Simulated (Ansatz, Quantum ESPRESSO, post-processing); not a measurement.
# The basal face of Sc: relaxation and work function, part 3 of 3

Aim: the work function of the relaxed basal face of Sc, and how far the functional matters.

Quantum ESPRESSO 7.5; plane-wave DFT, PBE, GBRV ultrasoft pseudopotentials; geometry and cross-check by Ansatz 0.2.0 with PAW datasets.

So far. Step 2 (Geometry from Ansatz of (0001)): The relaxation lowers the energy by 6 meV an atom. Held were the atoms numbered 3 and 4; the forces quoted are those on the free ones.

## (5) SCF with pw.x of (0001), LDA

The same atoms under a second functional.

Level of this step: plane-wave DFT, LDA, GBRV ultrasoft pseudopotentials (Quantum ESPRESSO 7.5).

0001.lda.in

```
&control
  prefix = '0001.lda'
  outdir = './out'
  pseudo_dir = './pseudo'
  calculation = 'scf'
  tprnfor = .true.
/
&system
  ibrav = 0
  nat = 6
  ntyp = 1
  ecutwfc = 40
  ecutrho = 200
  occupations = 'smearing'
  smearing = 'mv'
  degauss = 0.02
/
&electrons
  conv_thr = 1e-07
  mixing_beta = 0.4
  electron_maxstep = 120
  mixing_mode = 'local-TF'
/
ATOMIC_SPECIES
  Sc  44.9559  sc_lda_v1.uspp.F.UPF
CELL_PARAMETERS angstrom
  3.30999999998470 0.00000000000000 0.00000000000000
  1.65499999999235 2.86654408651325 0.00000000000000
  0.00000000000000 0.00000000000000 29.19035000000000
ATOMIC_POSITIONS crystal
  Sc  0.666666666667 0.666666666667 0.279636898580
  Sc  -0.000000000000 0.000000000000 0.365607858082
  Sc  0.666666666667 0.666666666667 0.454812635000
  Sc  0.000000000000 0.000000000000 0.545187365000
  Sc  0.666666666667 0.666666666667 0.634392159486
  Sc  0.000000000000 -0.000000000000 0.720363076941
K_POINTS automatic
  12 12 1 0 0 0
```

The run is started by

```sh
$ OMP_NUM_THREADS=1 mpirun -n 2 pw.x -nk 2 -in 0001.lda.in > 0001.lda.out
```

What it wrote:

```text
[banner, memory and clock lines left out]
Program PWSCF v.7.5 starts
[...]
Message from routine setup:
[...]
number of electrons       =        66.00
     number of Kohn-Sham states=           40
     kinetic-energy cutoff     =      40.0000  Ry
     charge density cutoff     =     200.0000  Ry
[...]
number of k points=    19  Marzari-Vanderbilt smearing, width (Ry)=  0.0200
[...]
Dense  grid:    89235 G-vectors     FFT dimensions: (  30,  30, 250)
[...]
negative rho (up, down):  1.128E-03 0.000E+00
     Starting wfcs are   78 randomized atomic wfcs
[...]
negative rho (up, down):  6.298E-05 0.000E+00
[...]
estimated scf accuracy    <       3.74903933 Ry
[...]
negative rho (up, down):  1.404E-06 0.000E+00
[...]
estimated scf accuracy    <       1.33581177 Ry
[...]
negative rho (up, down):  1.249E-07 0.000E+00
[...]
estimated scf accuracy    <       0.25416583 Ry
[...]
negative rho (up, down):  1.525E-07 0.000E+00
[...]
estimated scf accuracy    <       0.34727852 Ry
[...]
estimated scf accuracy    <       1.44614185 Ry
[...]
negative rho (up, down):  1.326E-07 0.000E+00
[...]
estimated scf accuracy    <       0.74524752 Ry
[...]
negative rho (up, down):  6.756E-07 0.000E+00
[...]
estimated scf accuracy    <       0.29746533 Ry
[...]
negative rho (up, down):  9.042E-07 0.000E+00
[...]
estimated scf accuracy    <       0.12246540 Ry
[...]
negative rho (up, down):  7.776E-07 0.000E+00
[...]
estimated scf accuracy    <       0.19102434 Ry
[...]
negative rho (up, down):  5.386E-04 0.000E+00
[...]
estimated scf accuracy    <       0.01102602 Ry
[...]
negative rho (up, down):  3.129E-03 0.000E+00
[...]
estimated scf accuracy    <       0.06638949 Ry
[...]
negative rho (up, down):  6.462E-03 0.000E+00
[...]
estimated scf accuracy    <       0.07500978 Ry
[...]
negative rho (up, down):  7.068E-04 0.000E+00
[...]
estimated scf accuracy    <       0.00182204 Ry
[...]
negative rho (up, down):  2.757E-03 0.000E+00
[...]
estimated scf accuracy    <       0.00111425 Ry
[...]
negative rho (up, down):  6.889E-04 0.000E+00
[...]
estimated scf accuracy    <       0.00082564 Ry
[...]
negative rho (up, down):  1.022E-03 0.000E+00
[...]
estimated scf accuracy    <       0.00053383 Ry
[...]
negative rho (up, down):  9.738E-04 0.000E+00
[...]
estimated scf accuracy    <       0.00005327 Ry
[...]
negative rho (up, down):  9.886E-04 0.000E+00
[...]
estimated scf accuracy    <       0.00002220 Ry
[...]
negative rho (up, down):  1.000E-03 0.000E+00
[...]
estimated scf accuracy    <       0.00000178 Ry
[...]
negative rho (up, down):  9.878E-04 0.000E+00
[...]
estimated scf accuracy    <       0.00000192 Ry
[...]
negative rho (up, down):  9.859E-04 0.000E+00
[...]
estimated scf accuracy    <       0.00000066 Ry
[...]
negative rho (up, down):  9.894E-04 0.000E+00
[...]
estimated scf accuracy    <       0.00000015 Ry
[...]
negative rho (up, down):  9.915E-04 0.000E+00
[...]
estimated scf accuracy    <       0.00000011 Ry
[...]
negative rho (up, down):  9.887E-04 0.000E+00
[...]
the Fermi energy is     3.2112 ev
!    total energy              =    -565.71059876 Ry
     estimated scf accuracy    <       0.00000002 Ry
     smearing contrib. (-TS)   =      -0.00595734 Ry
     internal energy E=F+TS    =    -565.70464143 Ry
[...]
one-electron contribution =   -3567.29455529 Ry
     hartree contribution      =    1780.02145178 Ry
     xc contribution           =     -78.57022933 Ry
     ewald contribution        =    1300.13869141 Ry
     convergence has been achieved in  24 iterations
     negative rho (up, down):  9.887E-04 0.000E+00
[...]
Total force =     0.019082     Total SCF correction =     0.000385
[...]
```

Run time: 3.1 min. Hardware: 2 MPI ranks of Arm Neoverse V1, shared host; peak memory 0.49 GiB; 6.2 min of CPU time.

Read from the output:

| Item | Value |
| --- | --- |
| free energy | -7696.8848 eV |
| Fermi energy | 3.211 eV |

## (6) Electrostatic potential of (0001)

0001.lda.pot.in

```
&inputpp
  prefix = '0001.lda'
  outdir = './out'
  filplot = '0001.lda.pot.dat'
  plot_num = 11
/
```

The run is started by

```sh
$ OMP_NUM_THREADS=1 mpirun -n 2 pp.x -in 0001.lda.pot.in > 0001.lda.pot.out
```

Wall time 1 s (2 MPI ranks); peak memory 0.17 GiB; 1.9 s of CPU time.

This step gave:

```
work function of the upper face                                       : 3.664 eV
slope of the potential above                                          : 0.001832 eV/Å
upper vacuum line continued to the top atoms, over the Fermi level    : 3.655 eV
work function of the lower face                                       : 3.665 eV
slope of the potential below                                          : -0.001237 eV/Å
lower vacuum line continued to the bottom atoms, over the Fermi level : 3.658 eV
```

On (0001) the work function under LDA lies +0.14 eV from PBE's.

## (7) The series side by side

All levels:

```tsv
level	work function (eV)	Ansatz, PBE (eV)	CPU time (s)
(0001), PBE	3.525	3.593	408.7
(0001), LDA	3.664	-	369
```

## (8) Worked from the printed numbers

For (0001) under PBE, on the run's own zero: φ = 6.955 − (3.429) = 3.526 eV.

## (9) Outcome

```
work function of (0001), PBE : 3.53 eV
work function of (0001), LDA : 3.66 eV
```

Under PBE the work function is 3.53 eV on (0001). LDA lies +0.14 eV from PBE on the same atoms. The top two spacings change by -4.9 and -1.3 % on (0001). Ansatz, with Fermi-Dirac smearing and its own datasets, agrees within 0.07 eV under PBE. The slabs are thin and unreconstructed, at the tabulated lattice constant; thickness and mesh leave some 0.05 to 0.1 eV open.

Computed beside measured:

| quantity | measured | (0001), PBE |
| --- | --- | --- |
| work function, loosely compared (polycrystalline sample, no single face) (eV) | 3.5 | 3.53 (+0.03 eV) |

Measured values from arxiv:1902.07811 (2019).

**Verdict.** The work function, set beside that of the polycrystal, is off by +0.03 eV. A polycrystal averages over faces, so this is a loose comparison.

[Logs are printed without paths, hosts, clocks, repeated set-up lines and the standing remarks that a program may print on its own settings, such as how far it seeks lower states.]

[Hosts, paths, dates, database ids (printed as entryN), source tags and the programs' standing remarks are cut or masked in the printed files.]

[Maps of the electrostatic potential energy from Ansatz leave out the sawtooth potential of an applied field or a dipole correction, so their vacuum need not be flat; planar profiles and work functions include it.]
